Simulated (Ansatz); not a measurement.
# SiMo3: optical spectrum from first principles

Aim: the dielectric function of SiMo3, and the optical constants that follow from it.

Method: DFT, PBE, plane-wave PAW, default files, scalar-relativistic, independent-particle optical response without local fields, in Ansatz 0.2.0.

## Step 1: Set-up

The structure is cubic, space group Pm-3n (No. 223). Conventional cell: a = 4.889 Å, b = 4.889 Å, c = 4.889 Å, α = 90.00°, β = 90.00°, γ = 90.00°. Nearest to Mo lie 2 Mo at 2.44 Å and 4 Si at 2.73 Å. Nearest to Si lie 12 Mo at 2.73 Å. Farther neighbours, and contacts between anions beyond the nearest, are not listed.

## Step 2: Ground state and bands

First the ground state: is it a metal or has it a gap?

This step: DFT, PBE, plane-wave PAW, default files, scalar-relativistic, ground state (Ansatz 0.2.0).

Input file input.yaml:

```yaml
crystal:
  lattice:
    - [4.889, 0.0, 0.0]
    - [0.0, 4.889, 0.0]
    - [0.0, 0.0, 4.889]
  atoms:
    - { symbol: Mo, position: [0.0, 0.5, 0.25] }
    - { symbol: Mo, position: [0.0, 0.5, 0.75] }
    - { symbol: Mo, position: [0.5, 0.25, 0.0] }
    - { symbol: Mo, position: [0.75, 0.0, 0.5] }
    - { symbol: Mo, position: [0.5, 0.75, 0.0] }
    - { symbol: Mo, position: [0.25, 0.0, 0.5] }
    - { symbol: Si, position: [0.5, 0.5, 0.5] }
    - { symbol: Si, position: [0.0, 0.0, 0.0] }
kpoints:
  mp_grid: { grid: [5, 5, 5] }
  band_path:
    path:
      - [[0.0, 0.0, 0.0], [0.0, 0.5, 0.0], [0.5, 0.5, 0.0], [0.0, 0.0, 0.0], [0.5, 0.5, 0.5], [0.0, 0.5, 0.0]]
      - [[0.5, 0.5, 0.0], [0.5, 0.5, 0.5]]
    npoints: 10
scf:
  occupations: { method: fermi_dirac, width: 0.05 }
  n_extra_bands: 12
hamiltonian:
  xc: pbe
  pseudopotentials: { kind: paw }
output:
  forces: true
  stress: true
  populations: true
  write_bands: true
  write_density: true
  write_potential: true
  elf: true
  volumetric_format: npy
```

Command:

```bash
> ansatz run input.yaml --threads 4 --pin off --max-ram 8192MiB --backend cpu --events-out ev --progress --plain --runs-dir out
```

The program printed:

```text
scf.n_extra_bands = 12 over 46 filled bands (N_el = 92.0): the run solves 58 bands
Engine: ansatz 0.2.0, aarch64-unknown-linux-gnu
Pseudopotentials: kind: paw
Pseudopotential: Mo, paw, valence charge 14, recommended cutoff 420 eV (normal), Mo.paw.azcp
Pseudopotential: Si, paw, valence charge 4, recommended cutoff 420 eV (normal), Si.paw.azcp
Functional definition: PBE
  parameter kappa = 0.804
  parameter beta = 0.066725
  exchange = pbe_x(kappa = kappa, mu = beta*pi^2/3)
  correlation = pbe_c(beta = beta)
Crystal: 8 atoms, lattice volume = 116.858 Å³
Basis set: ecut = 420 eV, 2301 PW (Γ), exchange–correlation on 72×72×72 points (8 copies of the dense FFT grid, shifted against one another)
Bands: 58, of which v1, the nominal top of the filled ones, is band 46 counted from 1 (45 counted from 0)
Symmetry: 48 space group operations
Space group: Pm-3n (ITA 223), of the structure as read, at distance tolerance 4.9e-5 Å
k-points: 10 of 125
Non-local potential: Mo, projectors of the file, l = 0: 3, l = 1: 2, l = 2: 2, l = 3: 1
Non-local potential: Si, projectors of the file, l = 0: 2, l = 1: 2, l = 2: 2
PAW form: soft (Blöchl's): semilocal exchange-correlation on the pseudo side does not see the compensation charge
PAW one-centre angular grid: Mo, 590 points (default); XC on 64 Gauss nodes
PAW one-centre angular grid: Si, 110 points (default); XC on 64 Gauss nodes
Initial density: superposition of atomic densities (neutral atoms: chi_scale 0, normalization atom), corrected by the library's trained network
Initial wavefunctions: pseudopotential atomic-orbital guess
Functional: x = pbe(κ = 0.804, μ = 0.219515), c = pbe(β = 0.066725)
SCF iter   1: F=—  HF=-31010.379109 eV  |F-HF|=—  |Δ(HF+E_count)|=         —  Δρ=3.58e-3  dr2=6.37e-3  ethr=1.77e-3  ⟨swp⟩=5.8  Hψ=2040  notcnv=0  defer=3
preconditioner: auto → Resta (q_TF=auto, 2.622 Å⁻¹)  ε∞=18.1  [insulator: Δε(μ)=0.187 eV  Ē_g=5.505 eV  σ=0.050 eV  W_gap=0.73  n_scr=32 (ndim 8)  ℏωp=22.8 eV  f_vac=0.000  D(μ)=2.46/eV (n_scr^D=18)  ε∞_Penn≈18.1]
SCF iter   2: F=—  HF=-31010.381433 eV  |F-HF|=—  |Δ(HF+E_count)|=   2.32e-3  Δρ=2.04e-3  dr2=2.05e-3  ethr=6.92e-6  ⟨swp⟩=2.8  Hψ=1096  notcnv=0  defer=5
SCF iter   3: F=—  HF=-31010.381878 eV  |F-HF|=—  |Δ(HF+E_count)|=   4.45e-4  Δρ=2.34e-4  dr2=2.75e-5  ethr=2.22e-6  ⟨swp⟩=2.0  Hψ=758  notcnv=0  defer=5
SCF iter   4: F=—  HF=-31010.381875 eV  |F-HF|=—  |Δ(HF+E_count)|=   3.80e-6  Δρ=4.52e-5  dr2=1.11e-6  ethr=2.98e-8  ⟨swp⟩=2.1  Hψ=975  notcnv=0  defer=5
iter 5 did not close the SCF: its close was put off for the readings that it lacked (scf_convergence_deferred on its scf_iter line)
SCF iter   5: F=-31010.381875 eV  HF=-31010.381875 eV  |F-HF|=1.19e-8  |Δ(HF+E_count)|=   1.11e-7  Δρ=8.20e-6  dr2=3.00e-8  ethr=1.21e-9  ⟨swp⟩=2.6  Hψ=1008  notcnv=0  defer=5
SCF iter   6: F=-31010.381875 eV  HF=-31010.381875 eV  |F-HF|=3.64e-11  |Δ(HF+E_count)|=   1.28e-8  Δρ=9.11e-7  dr2=6.05e-10  ethr=3.26e-11  ⟨swp⟩=9.6  Hψ=3001  notcnv=0
SCF 1 converged in 6 iterations: F = -31010.381875 eV  dr2 = 6.05e-10
  greatest PAW one-centre occupation: 0.998 electrons in one spin orbital (limit 2), on the Mo atom at site 4 (counted from 0), in its partial waves of l = 0
NSCF: frozen V_eff on 62 k-points
SCF converged after 6 iterations
Free energy (F): -31010.381875 eV
Harris-Foulkes:  -31010.381875 eV  (|F-HF|=3.64e-11)
Internal energy: -31010.359522 eV  (E = F + TS)
E sigma→0 (E₀):  -31010.370698 eV
Entropy (-TS):   -0.022353 eV (-2.794 meV/atom)
Fermi energy:    19.772565 eV
--- Per-component energies (eV) ---
  E_band       = -344.137307
  E_kinetic    = 2745.861392
  E_local      = -5516.846494  (includes V_loc(G=0)·N_el)
  E_nonlocal   = 908.719240
  E_hartree    = 1933.322408
  E_xc         = -1218.315926
  E_vxc        = -1477.253078  (∫ρ·V_xc dr)
  E_paw        = -20235.067833  (= ΣΔE_a)
  E_vpaw       = -871.262719  (= ΣTr[D̂ρ^β])
  E_aug_tail   = 0.000337  (compensation charges beyond the density's cutoff)
  E_ewald      = -9628.032645
  E_smearing   = -0.022353  (= −TS)
  E_closure    = 0.000000  (closes the sum)
  Σ components = -31010.381875   (vs F -31010.381875, Δ=0.00e0)
--- Forces (eV/Å), atoms counted from 1 ---
  atom   1  Mo    -0.00000000     0.00000000    -0.00000000
  atom   2  Mo    -0.00000000     0.00000000     0.00000000
  atom   3  Mo     0.00000000     0.00000000     0.00000000
  atom   4  Mo     0.00000000    -0.00000000     0.00000000
  atom   5  Mo    -0.00000000    -0.00000000     0.00000000
  atom   6  Mo     0.00000000     0.00000000     0.00000000
  atom   7  Si    -0.00000000    -0.00000000     0.00000000
  atom   8  Si    -0.00000000     0.00000000     0.00000000
  max |Σ_I F_I| component: 2.20e-17 eV/Å
--- Stress (GPa, compression-positive) ---
        2.036552       0.000000       0.000000
        0.000000       2.036552       0.000000
        0.000000       0.000000       2.036552
  P = ⅓ Tr σ = 2.0366 GPa (20.366 kbar)
--- Band table (eV; the first three rows and the last of 10) ---
  k-point 0: bands = [... 42 lower, 18.1779, 18.1779, 20.9901, 20.9901, 20.9901, 21.8037, 22.1114, 22.1114, ... 8 higher]
  k-point 1: bands = [... 42 lower, 18.2879, 18.3717, 20.3588, 20.7714, 20.7714, 21.6205, 21.7730, 21.8788, ... 8 higher]
  k-point 2: bands = [... 42 lower, 18.0662, 18.2469, 19.4609, 20.6504, 20.6504, 20.9258, 21.2631, 21.3579, ... 8 higher]
  k-point 9: bands = [... 42 lower, 18.0938, 18.2505, 18.2505, 18.3553, 19.2442, 19.2442, 20.8953, 20.8953, ... 8 higher]
--- Löwdin populations: 8 sites ---
  site symbol       q [e]
     0     Mo     13.8778
     1     Mo     13.8778
     2     Mo     13.8778
     3     Mo     13.8778
     4     Mo     13.8778
     5     Mo     13.8778
     6     Si      4.0920
     7     Si      4.0920
  spilling = 0.005971 (of n_electrons = 92.000000)
```

Run time: 3.2 s. Hardware: 4 threads of Arm Neoverse V2, shared host; peak memory 0.55 GiB.

This step gave:

* free energy: -31010.3819 eV
* Fermi energy: 19.77 eV
* electrons: 92
* symmetry operations: 48
* pressure: 2.037 GPa
* volume: 116.9 Å³
* gap on the path: 0 eV

There are states at the Fermi level within the smearing, so the occupations stay smeared and the carriers get a Drude term. The cell is left with a pressure of 2.0 GPa, as it stands unrelaxed at this level.

The electronic bands at the labelled points (eV, zero at the Fermi level; # counts the bands kept):

```
    point    #19    #20    #21    #22    #23    #24    #25   #26
        Γ  -1.59  -1.59   1.22   1.22   1.22   2.03   2.34  2.34
  halfway  -1.47  -1.35   0.24   0.93   0.93   1.72   1.88  2.03
        X  -1.73  -1.73   0.20   0.20   0.90   0.90   1.48  1.48
  halfway  -1.68  -1.40  -0.20  -0.02   0.10   0.34   0.44  0.55
        M  -1.13  -0.92  -0.92  -0.81  -0.71  -0.53  -0.16  0.20
  halfway  -1.56  -1.26  -0.28   0.35   0.73   0.97   1.48  1.64
        Γ  -1.59  -1.59   1.22   1.22   1.22   2.03   2.34  2.34
  halfway  -1.65  -1.65  -0.55  -0.55   0.83   0.83   1.33  1.40
        R  -1.24  -1.24  -1.24  -1.24  -1.24  -1.24   1.23  1.23
  halfway  -1.52  -1.52  -0.84  -0.84  -0.17  -0.17   1.11  1.11
        X  -1.73  -1.73   0.20   0.20   0.90   0.90   1.48  1.48
jump to M  -1.13  -0.92  -0.92  -0.81  -0.71  -0.53  -0.16  0.20
  halfway  -1.40  -1.33  -1.03  -1.03  -0.85  -0.61   0.49  0.78
        R  -1.24  -1.24  -1.24  -1.24  -1.24  -1.24   1.23  1.23
```

ELF in the ac plane at fractional y = 0.000, with atoms of Mo and Si within 0.2 Å of it. It is the smooth field of the valence electrons, not physical close to the nuclei.

Values, 13 rows by 14 columns, each cell a mean:
```
0.25 0.34 0.61 0.63 0.45 0.33 0.30 0.30 0.31 0.37 0.53 0.66 0.51 0.26
0.49 0.58 0.63 0.56 0.45 0.37 0.33 0.32 0.35 0.41 0.50 0.60 0.62 0.53
0.65 0.55 0.41 0.33 0.34 0.39 0.43 0.44 0.42 0.37 0.33 0.35 0.47 0.61
0.46 0.29 0.22 0.27 0.28 0.26 0.36 0.41 0.31 0.25 0.29 0.25 0.22 0.37
0.32 0.29 0.50 0.66 0.62 0.38 0.27 0.30 0.28 0.50 0.66 0.61 0.39 0.27
0.31 0.50 0.69 0.59 0.64 0.64 0.37 0.31 0.48 0.69 0.58 0.65 0.65 0.38
0.32 0.56 0.69 0.45 0.56 0.69 0.42 0.33 0.55 0.70 0.44 0.57 0.69 0.42
0.30 0.39 0.64 0.70 0.69 0.52 0.31 0.29 0.37 0.63 0.69 0.69 0.54 0.31
0.37 0.24 0.31 0.46 0.43 0.27 0.30 0.35 0.26 0.33 0.47 0.41 0.25 0.29
0.57 0.42 0.27 0.24 0.26 0.33 0.42 0.45 0.39 0.29 0.25 0.24 0.32 0.50
0.63 0.62 0.56 0.47 0.42 0.40 0.38 0.37 0.39 0.41 0.44 0.50 0.59 0.63
0.31 0.45 0.64 0.61 0.45 0.35 0.30 0.30 0.32 0.38 0.52 0.64 0.58 0.36
0.36 0.29 0.59 0.64 0.45 0.33 0.31 0.31 0.31 0.37 0.54 0.66 0.46 0.26
```
Atoms in or near the plane, at fractional coordinates: Mo at (0.75, 0.50), Mo at (0.25, 0.50), Si at (0.00, 0.00).

Valence density in the ac plane at fractional y = 0.000, with atoms of Mo and Si within 0.2 Å of it. It is the smooth field of the valence electrons, not physical close to the nuclei.

Values in e/Å³, 13 rows by 14 columns, each cell a mean:
```
0.2 0.3 0.4 0.3 0.3 0.4 0.5 0.5 0.4 0.3 0.3 0.4 0.4 0.2
0.4 0.4 0.4 0.3 0.3 0.3 0.4 0.4 0.3 0.3 0.3 0.3 0.4 0.4
0.4 0.3 0.3 0.3 0.3 0.3 0.3 0.3 0.3 0.3 0.3 0.3 0.3 0.4
0.3 0.4 0.5 0.7 0.6 0.4 0.3 0.3 0.3 0.5 0.7 0.6 0.4 0.3
0.4 0.7 1.9 3.1 2.7 1.2 0.5 0.4 0.7 1.9 3.1 2.7 1.3 0.5
0.6 1.7 4.4 6.1 5.7 3.0 0.9 0.6 1.5 4.5 6.1 5.7 3.2 0.9
0.7 2.0 5.1 6.5 6.3 3.6 1.1 0.7 1.9 5.2 6.4 6.2 3.7 1.1
0.5 1.1 3.2 4.9 4.4 2.0 0.7 0.5 1.1 3.2 4.9 4.3 2.2 0.7
0.3 0.5 0.9 1.5 1.3 0.6 0.4 0.3 0.4 0.9 1.5 1.3 0.7 0.4
0.3 0.3 0.3 0.4 0.3 0.3 0.3 0.3 0.3 0.3 0.4 0.3 0.3 0.3
0.4 0.4 0.3 0.3 0.3 0.3 0.3 0.3 0.3 0.3 0.3 0.3 0.4 0.4
0.3 0.3 0.4 0.3 0.3 0.3 0.4 0.4 0.4 0.3 0.3 0.4 0.4 0.3
0.1 0.2 0.4 0.4 0.3 0.4 0.5 0.6 0.5 0.3 0.3 0.4 0.3 0.1
```
Atoms in or near the plane, at fractional coordinates: Mo at (0.75, 0.50), Mo at (0.25, 0.50), Si at (0.00, 0.00).

## Step 3: Spectrum

With the density converged, the vertical transitions are summed over the zone.

This step: DFT, PBE, plane-wave PAW, default files, scalar-relativistic, independent-particle optical response without local fields (Ansatz 0.2.0).

input.yaml, the sections that differ from step 2:

```yaml
kpoints:
  mp_grid: { grid: [5, 5, 5] }
scf:
  occupations: { method: fermi_dirac, width: 0.05 }
output:
  optics:
    e_range: [0, 14]
    de: 0.05
    sigma: 0.15
    drude_damping: 0.05
    nscf_kmesh: { grid: [6, 6, 6] }
    bands: { spectra_wanted_up_to: 14 }
# crystal, hamiltonian: as in step 2
```

The program printed:

```text
[...]
Crystal: 8 atoms, lattice volume = 116.858 Å³
Basis set: ecut = 420 eV, 2301 PW (Γ)
Bands: 56, of which v1, the nominal top of the filled ones, is band 46 counted from 1 (45 counted from 0)
[... 1 set-up line as in the run before ...]
[...]
k-points: 10 of 125
[...]
SCF iter   1: F=—  HF=-31010.379023 eV  |F-HF|=—  |Δ(HF+E_count)|=         —  Δρ=3.57e-3  dr2=6.29e-3  ethr=1.77e-3  ⟨swp⟩=5.8  Hψ=1955  notcnv=0
[...]
SCF iter   7: F=-31010.381886 eV  HF=-31010.381886 eV  |F-HF|=7.28e-12  |Δ(HF+E_count)|=  2.00e-10  Δρ=1.18e-7  dr2=7.39e-12  ethr=1.00e-12  ⟨swp⟩=5.0  Hψ=1822  notcnv=0
SCF 1 converged in 7 iterations: F = -31010.381886 eV  dr2 = 7.39e-12
[...]
NSCF: frozen V_eff on 20 k-points
output.optics: what the bands over the 97 summed would add to eps1, eps2 and the energy-loss function is held between a lower and an upper bound (8 Lanczos steps). eps1, eps2 and their loss function (loss_summed_bands) are given on every row as the summed bands alone make them. Along an axis, on a row where the two bounds hold the loss function to about 1 % of the greater of itself and 0.5 % of |1/eps|, its cell (loss_completed) is given, with the completed eps1 and eps2 that it is formed of (a cell that is left empty reads nan in the table and null in the record). The two bounds hold it so along every axis on all 280 rows up to 14.000 eV. [rest of the remark cut]
SCF converged after 7 iterations
Free energy (F): -31010.381886 eV
[...]
Internal energy: -31010.359533 eV  (E = F + TS)
E sigma→0 (E₀):  -31010.370709 eV
Entropy (-TS):   -0.022353 eV (-2.794 meV/atom)
Fermi energy:    19.772550 eV
[...]
--- Band table (eV; the first three rows and the last of 10) ---
  k-point 0: bands = [... 42 lower, 18.1779, 18.1779, 20.9901, 20.9901, 20.9901, 21.8036, 22.1114, 22.1114, ... 6 higher]
  k-point 1: bands = [... 42 lower, 18.2879, 18.3717, 20.3588, 20.7714, 20.7714, 21.6205, 21.7730, 21.8788, ... 6 higher]
  k-point 2: bands = [... 42 lower, 18.0662, 18.2469, 19.4609, 20.6504, 20.6504, 20.9258, 21.2631, 21.3578, ... 6 higher]
  k-point 9: bands = [... 42 lower, 18.0938, 18.2505, 18.2505, 18.3552, 19.2442, 19.2442, 20.8953, 20.8953, ... 6 higher]
```

It took 68 s on 4 threads; peak memory 1.5 GiB.

Numbers from this step:

```
main peak of the optical conductivity above 1 eV, first axis : 3.979 eV
Drude plasma energy, first axis                              : 5.700 eV
bands summed                                                 : 97
spectra valid up to                                          : 20.05 eV
program's estimate of the k-sum error in Im epsilon          : 0.06 %
electrons in the f-sum                                       : 67.53
```

The Im ε, any direction by photon energy; read off at these points:

```
photon energy (eV)  Im ε, any direction
               0.5                 96.9
               1.0                 37.5
               1.5                 31.2
               2.0                 33.9
               2.5                 32.8
               3.0                 24.9
               3.5                 21.7
               4.0                 24.1
               4.5                 16.8
               5.0                 11.9
               5.5                 10.8
               6.0                 10.6
               6.5                 9.52
               7.0                 7.04
               7.5                 7.31
               8.0                 5.46
               8.5                 5.01
               9.0                 3.87
               9.5                 3.61
              10.0                 3.58
              10.5                 3.47
              11.0                 3.27
              11.5                 3.32
              12.0                 2.81
              12.5                 2.40
              13.0                 1.94
              13.5                 1.52
              14.0                 1.72
```

The Re ε, any direction by photon energy:

| photon energy (eV) | Re ε, any direction |
| --- | --- |
| 0.5 | -103 |
| 1.0 | -8.52 |
| 1.5 | 6.35 |
| 2.0 | 5.93 |
| 2.5 | -1.40 |
| 3.0 | -1.28 |
| 3.5 | -1.91 |
| 4.0 | -4.54 |
| 4.5 | -9.25 |
| 5.0 | -6.25 |
| 5.5 | -5.12 |
| 6.0 | -4.10 |
| 6.5 | -5.68 |
| 7.0 | -4.52 |
| 7.5 | -4.82 |
| 8.0 | -4.14 |
| 8.5 | -3.91 |
| 9.0 | -3.85 |
| 9.5 | -2.72 |
| 10.0 | -2.39 |
| 10.5 | -2.44 |
| 11.0 | -1.95 |
| 11.5 | -2.03 |
| 12.0 | -2.39 |
| 12.5 | -2.36 |
| 13.0 | -2.03 |
| 13.5 | -1.73 |
| 14.0 | -1.34 |

Refractive index n and extinction k against photon energy:

| photon energy (eV) | n | k |
| --- | --- | --- |
| 0.5 | 4.38 | 11.1 |
| 1.0 | 3.87 | 4.85 |
| 1.5 | 4.37 | 3.57 |
| 2.0 | 4.49 | 3.77 |
| 2.5 | 3.96 | 4.14 |
| 3.0 | 3.44 | 3.62 |
| 3.5 | 3.15 | 3.44 |
| 4.0 | 3.16 | 3.82 |
| 4.5 | 2.22 | 3.77 |
| 5.0 | 1.89 | 3.14 |
| 5.5 | 1.85 | 2.92 |
| 6.0 | 1.90 | 2.78 |
| 6.5 | 1.64 | 2.90 |
| 7.0 | 1.39 | 2.54 |
| 7.5 | 1.40 | 2.61 |
| 8.0 | 1.17 | 2.34 |
| 8.5 | 1.10 | 2.27 |
| 9.0 | 0.896 | 2.16 |
| 9.5 | 0.948 | 1.90 |
| 10.0 | 0.979 | 1.83 |
| 10.5 | 0.949 | 1.83 |
| 11.0 | 0.963 | 1.70 |
| 11.5 | 0.965 | 1.72 |
| 12.0 | 0.806 | 1.74 |
| 12.5 | 0.708 | 1.69 |
| 13.0 | 0.623 | 1.55 |
| 13.5 | 0.535 | 1.42 |
| 14.0 | 0.649 | 1.33 |

Reflectivity at normal incidence, any direction against photon energy; read off at these points:

photon energy (eV), reflectivity at normal incidence, any direction (%) and a bar from the least value:
```
     0.50       88.4 ##############################
     1.00       67.2 ################
     1.50       58.0 ##########
     2.00       59.5 ###########
     2.50       62.0 #############
     3.00       58.1 ##########
     3.50       56.6 #########
     4.00       60.3 ############
     4.50       63.8 ##############
     5.00       58.4 ###########
     5.50       55.6 #########
     6.00       52.9 #######
     6.50       57.2 ##########
     6.70       57.9 ##########
     7.00       54.3 ########
     7.50       55.3 #########
     7.70       57.8 ##########
     8.00       54.2 ########
     8.50       53.8 ########
     9.00       56.5 #########
     9.50       48.9 ####
    10.00       46.1 ###
    10.50       46.8 ###
    11.00       42.8 
    11.50       43.4 #
    12.00       48.9 ####
    12.50       51.0 ######
    12.65       52.2 #######
    13.00       50.7 ######
    13.50       51.0 ######
    14.00       42.1
```

Values under 1 per cm are given as 1. Table of absorption coefficient, any direction by photon energy:

| photon energy (eV) | absorption coefficient, any direction (1/cm) |
| --- | --- |
| 0.500 | 5.6e5 |
| 1.000 | 4.9e5 |
| 1.500 | 5.4e5 |
| 2.000 | 7.6e5 |
| 2.500 | 1.0e6 |
| 3.000 | 1.1e6 |
| 3.500 | 1.2e6 |
| 4.000 | 1.5e6 |
| 4.500 | 1.7e6 |
| 5.000 | 1.6e6 |
| 5.500 | 1.6e6 |
| 6.000 | 1.7e6 |
| 6.500 | 1.9e6 |
| 7.000 | 1.8e6 |
| 7.500 | 2.0e6 |
| 8.000 | 1.9e6 |
| 8.500 | 2.0e6 |
| 9.000 | 2.0e6 |
| 9.500 | 1.8e6 |
| 10.000 | 1.9e6 |
| 10.500 | 1.9e6 |
| 11.000 | 1.9e6 |
| 11.500 | 2.0e6 |
| 12.000 | 2.1e6 |
| 12.500 | 2.1e6 |
| 13.000 | 2.0e6 |
| 13.500 | 1.9e6 |
| 14.000 | 1.9e6 |

At chosen wavelengths:

```
wavelength (nm)     n      k  R (%)     1/α
           1550  3.17  6.541   78.9   19 nm
           1064  4.08  4.473   64.4   19 nm
            633  4.52  3.779   59.6   13 nm
            532  4.36  3.960   60.7   11 nm
            450  3.50  3.775   59.4  9.5 nm
            308  3.11  3.835   60.6  6.4 nm
            193  1.72  2.894   56.4  5.3 nm
```

A polished face would reflect 60 % of daylight and look light grey (CIE x = 0.311, y = 0.331 under D65).

## Step 4: Results

| Property | Result |
| --- | --- |
| gap on the path | 0 eV |
| main peak of the optical conductivity above 1 eV, first axis | 3.98 eV |
| Drude plasma energy, first axis | 5.70 eV |

At this level (PBE, independent particles) SiMo3 is a metal with a Drude plasma energy of 5.7 eV; it reflects 60 % at 550 nm. Along x the bare Drude plasma energy is 5.7 eV; Re ε first rises through zero at 1.29 eV, far lower, because interband transitions screen the carriers. Im ε is 33 there, so the loss peak at that energy is weak. A polished face would reflect 60 % of daylight and look light grey (CIE x = 0.311, y = 0.331 under D65). In the base run ε includes the program's bounded estimate of what the bands above those summed add. The carriers' damping of 0.05 eV is typed, not computed; at 0.8 eV the carriers give 8 % of Im ε, the rest is interband. The Fermi-Dirac width of 0.05 eV acts as an electron temperature of 580 K in the carriers' term. Not shown from this task: 1 step that ran out of time.

[Long decimals in the printed logs are rounded to 6 places.]

[Logs are printed without paths, hosts, clocks, repeated set-up lines and the standing remarks that a program may print on its own settings, such as how far it seeks lower states.]

[Hosts, paths, dates, database ids (printed as entryN), source tags and the programs' standing remarks are cut or masked in the printed files.]

[Where the starting crystal was built by hand or by swapping elements, it need not be the compound's stable phase.]

[The count of steps not shown may lack steps that the program refused or didn't finish.]
